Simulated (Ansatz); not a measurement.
**Li2LaInS2O2: complex band structure**

A new crystal, Li2LaInS2O2: structure, gap and complex bands. It is built by putting In for part of the La in the LiLaSO structure of space group P4/nmm, with the volume rescaled by atomic radii. The parent structure comes from the Materials Project.

Method: PBEsol DFT, plane waves, PAW files, in the first sound run; inputs show where later runs differ, in Ansatz 0.2.0.

The structure was built from a prototype and need not be the compound's stable phase.

## 1. Set-up

It takes space group P4mm (No. 99, tetragonal). Conventional cell: a = 3.844 Å, b = 3.844 Å, c = 8.386 Å, α = 90.00°, β = 90.00°, γ = 90.00°. Li has 4 S at 2.35 Å nearest. Nearest to La lie 4 O at 2.26 Å. In has 4 O at 2.26 Å nearest. S has 4 Li at 2.35 Å nearest. Nearest to S lie 4 Li at 2.35 Å. O has 2 La at 2.26 Å and 2 In at 2.26 Å nearest. It derives from LiLaSO. In for part of the La in the LiLaSO structure of space group P4/nmm. Farther neighbours and most contacts between anions are not listed.

Structure file:

```cif
data_structure
_symmetry_space_group_name_H-M 'P4mm'
_symmetry_Int_Tables_number 99
_cell_length_a 3.8443
_cell_length_b 3.8443
_cell_length_c 8.3858
_cell_angle_alpha 90.000
_cell_angle_beta 90.000
_cell_angle_gamma 90.000
_cell_volume 123.93
loop_
_atom_site_label
_atom_site_type_symbol
_atom_site_symmetry_multiplicity
_atom_site_Wyckoff_symbol
_atom_site_fract_x
_atom_site_fract_y
_atom_site_fract_z
_atom_site_occupancy
Li1 Li 2 c 0.50000 0.00000 0.50000 1
La1 La 1 a 0.00000 0.00000 0.85822 1
In1 In 1 b 0.50000 0.50000 0.14178 1
S1 S 1 b 0.50000 0.50000 0.66124 1
S2 S 1 a 0.00000 0.00000 0.33876 1
O1 O 2 c 0.00000 0.50000 0.00000 1
```

## 2. Relaxing the new crystal

The substituted atoms don't fit the parent's cell, so cell and atoms relax together. A small smearing keeps the run stable in case the gap closes on the way.

Input file input.yaml:

```yaml
crystal:
  lattice:
    - [3.8443079872, 0.0, 0.0]
    - [0.0, 3.8443079872, 0.0]
    - [0.0, 0.0, 8.3857687372]
  atoms:
    - { symbol: Li, position: [0.5, 0.5, 0.5] }
    - { symbol: Li, position: [0.0, 0.0, 0.5] }
    - { symbol: La, position: [0.0, 0.5, 0.858217] }
    - { symbol: In, position: [0.5, 0.0, 0.141783] }
    - { symbol: S, position: [0.5, 0.0, 0.661238] }
    - { symbol: S, position: [0.0, 0.5, 0.338762] }
    - { symbol: O, position: [0.0, 0.0, 0.0] }
    - { symbol: O, position: [0.5, 0.5, 0.0] }
kpoints:
  mp_grid: { grid: [6, 6, 4] }
scf:
  occupations: { method: gaussian, width: 0.03 }
hamiltonian:
  xc: pbesol
output:
  forces: true
  stress: true
relax:
  f_tol: 0.02
  max_steps: 60
  cell: {}
```

Launch:

```sh
$ ansatz run input.yaml --threads 2 --pin off --max-ram 4096MiB --backend cpu --events-out ev --progress --plain --runs-dir out
```

Numbers of over 12 decimals in the logs are rounded to 6 here.

The log of the run:

```text
Engine: ansatz 0.2.0, aarch64-unknown-linux-gnu
Pseudopotentials: kind: paw
Pseudopotential: Li, paw, valence charge 3, recommended cutoff 420 eV (normal), Li.paw.azcp
Pseudopotential: La, paw, valence charge 11, recommended cutoff 420 eV (normal), La.paw.azcp
Pseudopotential: In, paw, valence charge 13, recommended cutoff 420 eV (normal), In.paw.azcp
Pseudopotential: S, paw, valence charge 6, recommended cutoff 420 eV (normal), S.paw.azcp
Pseudopotential: O, paw, valence charge 6, recommended cutoff 420 eV (normal), O.paw.azcp
Functional definition: PBEsol
  exchange = pbesol_x
  correlation = pbesol_c
Crystal: 8 atoms, lattice volume = 123.931 Å³
Basis set: ecut = 420 eV, 2437 PW (Γ), exchange–correlation on 54×54×120 points (8 copies of the dense FFT grid, shifted against one another)
Bands: 35, of which v1, the nominal top of the filled ones, is band 27 counted from 1 (26 counted from 0)
Symmetry: 8 space group operations
Space group: P4mm (ITA 99), of the structure as read, at distance tolerance 5.0e-5 Å
k-points: 30 of 144 (time reversal used)
Non-local potential: Li, projectors of the file, l = 0: 3, l = 1: 2, l = 2: 1
Non-local potential: La, projectors of the file, l = 0: 3, l = 1: 2, l = 2: 2, l = 3: 3
Non-local potential: In, projectors of the file, l = 0: 2, l = 1: 2, l = 2: 2, l = 3: 2
Non-local potential: S, projectors of the file, l = 0: 2, l = 1: 2, l = 2: 2
Non-local potential: O, projectors of the file, l = 0: 2, l = 1: 2, l = 2: 1
PAW form: soft (Blöchl's): semilocal exchange-correlation on the pseudo side does not see the compensation charge
PAW frozen core: La, regenerated for the run's functional, and the local potential with it (the file was generated under x = pbe(κ = 0.804, μ = 0.219515), c = pbe(β = 0.066725))
PAW frozen core: In, regenerated for the run's functional, and the local potential with it (the file was generated under x = pbe(κ = 0.804, μ = 0.219515), c = pbe(β = 0.066725))
PAW frozen core: S, regenerated for the run's functional, and the local potential with it (the file was generated under x = pbe(κ = 0.804, μ = 0.219515), c = pbe(β = 0.066725))
PAW frozen core: O, regenerated for the run's functional, and the local potential with it (the file was generated under x = pbe(κ = 0.804, μ = 0.219515), c = pbe(β = 0.066725))
PAW one-centre angular grid: Li, 110 points (default); XC on 64 Gauss nodes
PAW one-centre angular grid: La, 590 points (default); XC on 64 Gauss nodes
PAW one-centre angular grid: In, 590 points (default); XC on 64 Gauss nodes
PAW one-centre angular grid: S, 110 points (default); XC on 64 Gauss nodes
PAW one-centre angular grid: O, 110 points (default); XC on 64 Gauss nodes
Initial density: superposition of atomic densities (neutral atoms: chi_scale 0, normalization atom), corrected by the library's trained network
Initial wavefunctions: pseudopotential atomic-orbital guess
Functional: x = pbesol(κ = 0.804, μ = 0.123457), c = pbesol(β = 0.046)
SCF iter   1: F=—  HF=-14992.682449 eV  |F-HF|=—  |Δ(HF+E_count)|=         —  Δρ=6.79e-3  dr2=8.87e-2  ethr=1.77e-3  ⟨swp⟩=6.5  Hψ=4945  notcnv=0  defer=4
preconditioner: auto → Resta (q_TF=auto, 2.376 Å⁻¹)  ε∞=4.5  [insulator: Δε(μ)=0.131 eV  Ē_g=12.369 eV  σ=0.030 eV  W_gap=0.54  n_scr=30 (ndim 8)  ℏωp=23.1 eV  f_vac=0.000  D(μ)=0.65/eV (n_scr^D=2)  ε∞_Penn≈4.5]
SCF iter   2: F=—  HF=-14992.660336 eV  |F-HF|=—  |Δ(HF+E_count)|=   2.21e-2  Δρ=2.32e-3  dr2=1.28e-2  ethr=1.64e-4  ⟨swp⟩=3.2  Hψ=1923  notcnv=0  defer=97
SCF iter   3: F=—  HF=-14992.657884 eV  |F-HF|=—  |Δ(HF+E_count)|=   2.45e-3  Δρ=1.39e-3  dr2=1.90e-3  ethr=2.37e-5  ⟨swp⟩=2.2  Hψ=1708  notcnv=0  defer=97
SCF iter   4: F=—  HF=-14992.657643 eV  |F-HF|=—  |Δ(HF+E_count)|=   2.40e-4  Δρ=5.51e-4  dr2=4.87e-4  ethr=3.53e-6  ⟨swp⟩=2.0  Hψ=1681  notcnv=0  defer=97
SCF iter   5: F=—  HF=-14992.657592 eV  |F-HF|=—  |Δ(HF+E_count)|=   5.14e-5  Δρ=1.19e-4  dr2=1.78e-5  ethr=9.02e-7  ⟨swp⟩=2.0  Hψ=1374  notcnv=0  defer=97
SCF iter   6: F=—  HF=-14992.657563 eV  |F-HF|=—  |Δ(HF+E_count)|=   2.90e-5  Δρ=3.08e-5  dr2=1.00e-6  ethr=3.30e-8  ⟨swp⟩=2.1  Hψ=1697  notcnv=0  defer=97
SCF iter   7: F=-14992.657563 eV  HF=-14992.657563 eV  |F-HF|=1.73e-8  |Δ(HF+E_count)|=   4.89e-7  Δρ=7.87e-6  dr2=6.92e-8  ethr=1.85e-10  ⟨swp⟩=3.5  Hψ=4420  notcnv=0
SCF 1 converged in 7 iterations: F = -14992.657563 eV  dr2 = 6.92e-8
  greatest PAW one-centre occupation: 1.000 electrons in one spin orbital (limit 2), on the Li atom at site 1 (counted from 0), in its partial waves of l = 0
relax step   1: F+E_penalty+E_count = -14992.65756334 eV  Δ(F+E_penalty+E_count) = +0.000e0 eV  max|allowed force component| = 1.796e0 eV/Å  Δτ_max = 0.0000 Å  P = +3.241 GPa  Ω = 123.931 Å³  (7 SCF iters, dr2 threshold 1.00e-7 eV, accepted)
Crystal: 8 atoms, lattice volume = 128.442 Å³
Basis set: ecut = 420 eV, 2541 PW (Γ), exchange–correlation on 54×54×120 points (8 copies of the dense FFT grid, shifted against one another)
Initial density: handed on by an earlier stage of this run
Initial wavefunctions: those handed on with the density
iter 1 solved again at ethr=3.64e-4 eV; its pass at ethr=3.10e-3 eV (dr2=1.96e-1 eV) is discarded
SCF iter   1: F=—  HF=-14992.918573 eV  |F-HF|=—  |Δ(HF+E_count)|=         —  Δρ=1.23e-2  dr2=1.98e-1  ethr=3.64e-4  ⟨swp⟩=1.7  Hψ=6116  notcnv=0
preconditioner: auto → Kerker (q_TF=auto, 2.361 Å⁻¹)  [metal: Δε(μ)=0.020 eV  Ē_g=12.074 eV  σ=0.030 eV  W_gap=0.36  n_scr=30 (ndim 8)  ℏωp=22.7 eV  f_vac=0.000  D(μ)=0.56/eV (n_scr^D=2)]
SCF iter   2: F=—  HF=-14992.897967 eV  |F-HF|=—  |Δ(HF+E_count)|=   2.06e-2  Δρ=6.53e-3  dr2=8.49e-2  ethr=3.64e-4  ⟨swp⟩=3.3  Hψ=1478  notcnv=0
SCF iter   3: F=—  HF=-14992.887302 eV  |F-HF|=—  |Δ(HF+E_count)|=   1.07e-2  Δρ=2.61e-3  dr2=3.24e-2  ethr=1.57e-4  ⟨swp⟩=4.1  Hψ=2145  notcnv=0  defer=2
SCF iter   4: F=—  HF=-14992.882303 eV  |F-HF|=—  |Δ(HF+E_count)|=   5.00e-3  Δρ=1.23e-3  dr2=1.03e-2  ethr=6.00e-5  ⟨swp⟩=2.4  Hψ=1610  notcnv=0  defer=6
SCF iter   5: F=—  HF=-14992.879847 eV  |F-HF|=—  |Δ(HF+E_count)|=   2.46e-3  Δρ=5.90e-4  dr2=1.42e-3  ethr=1.90e-5  ⟨swp⟩=2.8  Hψ=1679  notcnv=0  defer=41
SCF iter   6: F=—  HF=-14992.879612 eV  |F-HF|=—  |Δ(HF+E_count)|=   2.35e-4  Δρ=1.85e-4  dr2=8.88e-5  ethr=2.63e-6  ⟨swp⟩=2.1  Hψ=1364  notcnv=0  defer=41
SCF iter   7: F=—  HF=-14992.879635 eV  |F-HF|=—  |Δ(HF+E_count)|=   2.23e-5  Δρ=5.05e-5  dr2=4.81e-6  ethr=1.64e-7  ⟨swp⟩=2.0  Hψ=1657  notcnv=0  defer=49
SCF iter   8: F=-14992.879635 eV  HF=-14992.879635 eV  |F-HF|=3.99e-8  |Δ(HF+E_count)|=   1.53e-7  Δρ=1.42e-5  dr2=3.27e-7  ethr=1.48e-9  ⟨swp⟩=3.6  Hψ=4455  notcnv=0
[...]
preconditioner: auto → Resta (q_TF=auto, 2.369 Å⁻¹)  ε∞=4.8  [insulator: Δε(μ)=0.432 eV  Ē_g=11.796 eV  σ=0.030 eV  W_gap=1.00  n_scr=30 (ndim 8)  ℏωp=22.9 eV  f_vac=0.000  D(μ)=0.00/eV (n_scr^D=0)  ε∞_Penn≈4.8]
SCF iter   2: F=—  HF=-14992.994262 eV  |F-HF|=—  |Δ(HF+E_count)|=   6.83e-2  Δρ=6.74e-3  dr2=5.09e-2  ethr=6.11e-4  ⟨swp⟩=2.5  Hψ=1686  notcnv=0
SCF iter   3: F=—  HF=-14992.984389 eV  |F-HF|=—  |Δ(HF+E_count)|=   9.87e-3  Δρ=2.94e-3  dr2=1.48e-2  ethr=9.43e-5  ⟨swp⟩=3.4  Hψ=2084  notcnv=0  defer=97
SCF iter   4: F=—  HF=-14992.981787 eV  |F-HF|=—  |Δ(HF+E_count)|=   2.60e-3  Δρ=7.49e-4  dr2=9.53e-4  ethr=2.74e-5  ⟨swp⟩=2.1  Hψ=1574  notcnv=0  defer=97
SCF iter   5: F=—  HF=-14992.981611 eV  |F-HF|=—  |Δ(HF+E_count)|=   1.76e-4  Δρ=1.41e-4  dr2=2.84e-5  ethr=1.76e-6  ⟨swp⟩=2.4  Hψ=1588  notcnv=0  defer=97
SCF iter   6: F=—  HF=-14992.981623 eV  |F-HF|=—  |Δ(HF+E_count)|=   1.21e-5  Δρ=4.31e-5  dr2=3.01e-6  ethr=5.26e-8  ⟨swp⟩=2.0  Hψ=1638  notcnv=0  defer=97
SCF iter   7: F=-14992.981624 eV  HF=-14992.981624 eV  |F-HF|=1.09e-7  |Δ(HF+E_count)|=   4.37e-7  Δρ=1.24e-5  dr2=2.83e-7  ethr=1.48e-9  ⟨swp⟩=4.6  Hψ=3667  notcnv=0
SCF 3 converged in 7 iterations: F = -14992.981624 eV  dr2 = 2.83e-7
relax step   3: F+E_penalty+E_count = -14992.98162373 eV  Δ(F+E_penalty+E_count) = -1.020e-1 eV  max|allowed force component| = 6.376e-1 eV/Å  Δτ_max = 0.1597 Å  P = -0.095 GPa  Ω = 126.079 Å³  energy of the carried Pulay correction = -2.992e-3 eV  (7 SCF iters, dr2 threshold 8.00e-7 eV, accepted)
[... from here on, the SCF cycles and remarks between the steps are left out ...]
relax step   4: F+E_penalty+E_count = -14993.00975511 eV  Δ(F+E_penalty+E_count) = -2.813e-2 eV  max|allowed force component| = 5.601e-1 eV/Å  Δτ_max = 0.0723 Å  P = +1.329 GPa  Ω = 127.234 Å³  energy of the carried Pulay correction = -4.580e-3 eV  (7 SCF iters, dr2 threshold 8.00e-7 eV, accepted)
relax step   5: F+E_penalty+E_count = -14993.02880132 eV  Δ(F+E_penalty+E_count) = -1.905e-2 eV  max|allowed force component| = 1.256e-1 eV/Å  Δτ_max = 0.0401 Å  P = +0.334 GPa  Ω = 127.219 Å³  energy of the carried Pulay correction = -4.558e-3 eV  (6 SCF iters, dr2 threshold 8.00e-7 eV, accepted)
relax step   6: F+E_penalty+E_count = -14993.02916451 eV  Δ(F+E_penalty+E_count) = -3.632e-4 eV  max|allowed force component| = 1.673e-2 eV/Å  Δτ_max = 0.0110 Å  P = -0.133 GPa  Ω = 128.021 Å³  energy of the carried Pulay correction = -5.653e-3 eV  (6 SCF iters, dr2 threshold 8.00e-7 eV, accepted)
relax step   7: F+E_penalty+E_count = -14993.02998350 eV  Δ(F+E_penalty+E_count) = -8.190e-4 eV  max|allowed force component| = 1.642e-2 eV/Å  Δτ_max = 0.0023 Å  P = +0.070 GPa  Ω = 127.666 Å³  energy of the carried Pulay correction = -5.170e-3 eV  (5 SCF iters, dr2 threshold 2.04e-7 eV, accepted)
relax step   8: F+E_penalty+E_count = -14993.02992938 eV  Δ(F+E_penalty+E_count) = +5.412e-5 eV  max|allowed force component| = 3.647e-3 eV/Å  Δτ_max = 0.0013 Å  P = +0.004 GPa  Ω = 127.732 Å³  energy of the carried Pulay correction = -5.259e-3 eV  (5 SCF iters, dr2 threshold 1.78e-8 eV, accepted)
relax step   9: F+E_penalty+E_count = -14993.03623456 eV  Δ(F+E_penalty+E_count) = -6.305e-3 eV  max|allowed force component| = 3.639e-3 eV/Å  Δτ_max = 0.0000 Å  P = +0.084 GPa  Ω = 127.732 Å³  stress off target by 1.03e-1 GPa  SCF on the basis re-selected at this cell (its energy is not comparable with the rows above)  (6 SCF iters)
relax step  10: F+E_penalty+E_count = -14993.03608333 eV  Δ(F+E_penalty+E_count) = +1.512e-4 eV  max|allowed force component| = 2.453e-3 eV/Å  Δτ_max = 0.0013 Å  P = +0.003 GPa  Ω = 127.876 Å³  energy of the carried Pulay correction = -2.040e-4 eV  (5 SCF iters, dr2 threshold 2.64e-8 eV, accepted)
iter 1 solved again at ethr=6.39e-8 eV; its pass at ethr=3.10e-3 eV (dr2=3.45e-5 eV) is discarded
SCF iter   1: F=—  HF=-14993.036264 eV  |F-HF|=—  |Δ(HF+E_count)|=         —  Δρ=1.28e-5  dr2=2.18e-8  ethr=6.39e-8  ⟨swp⟩=3.1  Hψ=8072  notcnv=0
preconditioner: auto → Resta (q_TF=auto, 2.363 Å⁻¹)  ε∞=4.6  [insulator: Δε(μ)=0.339 eV  Ē_g=11.961 eV  σ=0.030 eV  W_gap=1.00  n_scr=30 (ndim 8)  ℏωp=22.8 eV  f_vac=0.000  D(μ)=0.00/eV (n_scr^D=0)  ε∞_Penn≈4.6]
SCF iter   2: F=—  HF=-14993.036264 eV  |F-HF|=—  |Δ(HF+E_count)|=   3.10e-9  Δρ=6.49e-6  dr2=3.64e-9  ethr=4.04e-11  ⟨swp⟩=2.4  Hψ=1928  notcnv=0
SCF iter   3: F=—  HF=-14993.036264 eV  |F-HF|=—  |Δ(HF+E_count)|=   1.20e-7  Δρ=2.34e-6  dr2=1.35e-9  ethr=6.74e-12  ⟨swp⟩=2.0  Hψ=1734  notcnv=0
SCF iter   4: F=-14993.036264 eV  HF=-14993.036264 eV  |F-HF|=1.47e-10  |Δ(HF+E_count)|=   1.59e-8  Δρ=2.86e-7  dr2=7.22e-11  ethr=1.00e-12  ⟨swp⟩=3.9  Hψ=4291  notcnv=0
SCF 11 converged in 4 iterations: F = -14993.036264 eV  dr2 = 7.22e-11
relax step  11: F+E_penalty+E_count = -14993.03626384 eV  Δ(F+E_penalty+E_count) = -1.805e-4 eV  max|allowed force component| = 2.448e-3 eV/Å  Δτ_max = 0.0000 Å  P = +0.004 GPa  Ω = 127.876 Å³  stress off target by 6.55e-3 GPa  SCF on the basis re-selected at this cell (its energy is not comparable with the rows above)  (4 SCF iters)
basis re-selected at this cell: Δ(F+E_penalty+E_count) = -1.805e-4 eV, ΔP = +0.001 GPa vs the last step (what re-selecting the basis moved, of the pressure what is left beyond the Pulay correction that the steps carried, after the strain that the cell walked since its last selection, with what the two solves' SCF thresholds leave and, on support functions, any second-order correction that the steps lacked; it is no m [...]
SCF converged after 4 iterations
Free energy (F): -14993.036264 eV
Harris-Foulkes:  -14993.036264 eV  (|F-HF|=1.47e-10)
Internal energy: -14993.036264 eV  (E = F + TS)
E sigma→0 (E₀):  -14993.036264 eV
Fermi energy:    7.310636 eV
--- Per-component energies (eV) ---
  E_band       = -224.473069
  E_kinetic    = 1047.859641
  E_local      = -3583.784219  (includes V_loc(G=0)·N_el)
  E_nonlocal   = 557.521301
  E_hartree    = 1436.758946
  E_xc         = -711.878759
  E_vxc        = -637.973733  (∫ρ·V_xc dr)
  E_paw        = -10931.168013  (= ΣΔE_a)
  E_vpaw       = -481.618738  (= ΣTr[D̂ρ^β])
  E_aug_tail   = 0.004866  (compensation charges beyond the density's cutoff)
  E_ewald      = -2808.949912
  E_core_change = 0.599886  (= ΣΔE_core)
  E_smearing   = -0.000000  (= −TS)
  E_closure    = -0.000000  (closes the sum)
  Σ components = -14993.036264   (vs F -14993.036264, Δ=0.00e0)
--- Forces (eV/Å), atoms counted from 1 ---
  atom   1  Li    -0.00000000     0.00000000     0.00065506
  atom   2  Li     0.00000000     0.00000000     0.00065506
  atom   3  La    -0.00000000     0.00000000    -0.00237361
  atom   4  In    -0.00000000     0.00000000    -0.00244850
  atom   5  S      0.00000000     0.00000000     0.00141365
  atom   6  S     -0.00000000     0.00000000    -0.00107830
  atom   7  O      0.00000000     0.00000000     0.00158664
  atom   8  O     -0.00000000     0.00000000     0.00158664
  max |Σ_I F_I| component: 3.36e-6 eV/Å
--- Stress (GPa, compression-positive) ---
        0.006551       0.000000      -0.000000
        0.000000       0.006551       0.000000
       -0.000000       0.000000      -0.001056
  P = ⅓ Tr σ = 0.0040 GPa (0.040 kbar)
--- Relaxed structure (9 steps of the walk, 9 accepted, 2 SCFs on fresh bases) ---
  F+E_penalty+E_count = -14993.03626384 eV   max|allowed force component| = 2.448e-3 eV/Å   (the final SCF, on the basis selected at the relaxed cell)
  cell:  # Å, volume = 127.8761 Å³
    - [3.899691, 0.0, 0]
    - [0.0, 3.899691, 0.0]
    - [0, 0.0, 8.408701]
  atoms:
    - { symbol: Li, position: [0.5, 0.5, 0.492774] }
    - { symbol: Li, position: [0, 0.0, 0.492774] }
    - { symbol: La, position: [0, 0.5, 0.855733] }
    - { symbol: In, position: [0.5, 0.0, 0.126593] }
    - { symbol: S, position: [0.5, 0.0, 0.672003] }
    - { symbol: S, position: [0, 0.5, 0.332763] }
    - { symbol: O, position: [0, 0.0, 0.013680] }
    - { symbol: O, position: [0.5, 0.5, 0.013680] }
```

Run time: 71 s. Hardware: 2 threads of Arm Neoverse V1, shared host; peak memory 0.47 GiB; 2.3 min of CPU time.

Step by step:

| step | energy less that of the first step (eV) | largest force component (eV/Å) | pressure (GPa) | volume (Å³) |
| --- | --- | --- | --- | --- |
| 1 | 0.0000 | 1.7963 | 3.24 | 123.93 |
| 2 | -0.2221 | 0.8262 | -1.39 | 128.44 |
| 3 | -0.3241 | 0.6376 | -0.10 | 126.08 |
| 4 | -0.3522 | 0.5601 | 1.33 | 127.23 |
| 5 | -0.3712 | 0.1256 | 0.33 | 127.22 |
| 6 | -0.3716 | 0.0167 | -0.13 | 128.02 |
| 7 | -0.3724 | 0.0164 | 0.07 | 127.67 |
| 8 | -0.3724 | 0.0036 | 0.00 | 127.73 |
| 9* | -0.3787 | 0.0036 | 0.08 | 127.73 |
| 10 | -0.3785 | 0.0025 | 0.00 | 127.88 |
| 11* | -0.3787 | 0.0024 | 0.00 | 127.88 |

Relaxation steps marked * repeat the geometry before them on a plane-wave basis chosen anew for their cell, so energy and pressure can jump there.

The run keeps the 8 symmetry operations that it works with, so distortions that break them were not tested.

| conventional cell, symmetrised | before | after | change |
| --- | --- | --- | --- |
| a (Å) | 3.844 | 3.900 | +1.4 % |
| b (Å) | 3.844 | 3.900 | +1.4 % |
| c (Å) | 8.386 | 8.409 | +0.3 % |
| volume (Å³/atom) | 15.49 | 15.98 | +3.2 % |

The atoms that moved most (Å, as changes of fractional coordinates times the final cell):

| atom | dx | dy | dz | length |
| --- | --- | --- | --- | --- |
| In4 | 0.000 | 0.000 | -0.128 | 0.128 |
| O8 | 0.000 | 0.000 | 0.115 | 0.115 |
| O7 | 0.000 | 0.000 | 0.115 | 0.115 |
| S5 | 0.000 | 0.000 | 0.091 | 0.091 |
| Li1 | 0.000 | 0.000 | -0.061 | 0.061 |
| Li2 | 0.000 | 0.000 | -0.061 | 0.061 |
| S6 | 0.000 | 0.000 | -0.050 | 0.050 |
| La3 | 0.000 | 0.000 | -0.021 | 0.021 |

This step gave:

```yaml
free_energy: -14993.0363 eV
fermi_energy: 7.311 eV
pressure: 0.004015 GPa
```

The largest force component on a free atom ends at 0.0024 eV/Å.

(Continued in part 2 of 3.)

[Logs are printed without paths, hosts, clocks, repeated set-up lines and the standing remarks that a program may print on its own settings, such as how far it seeks lower states.]

[Hosts, paths, dates, database ids (printed as entryN), source tags and the programs' standing remarks are cut or masked in the printed files.]
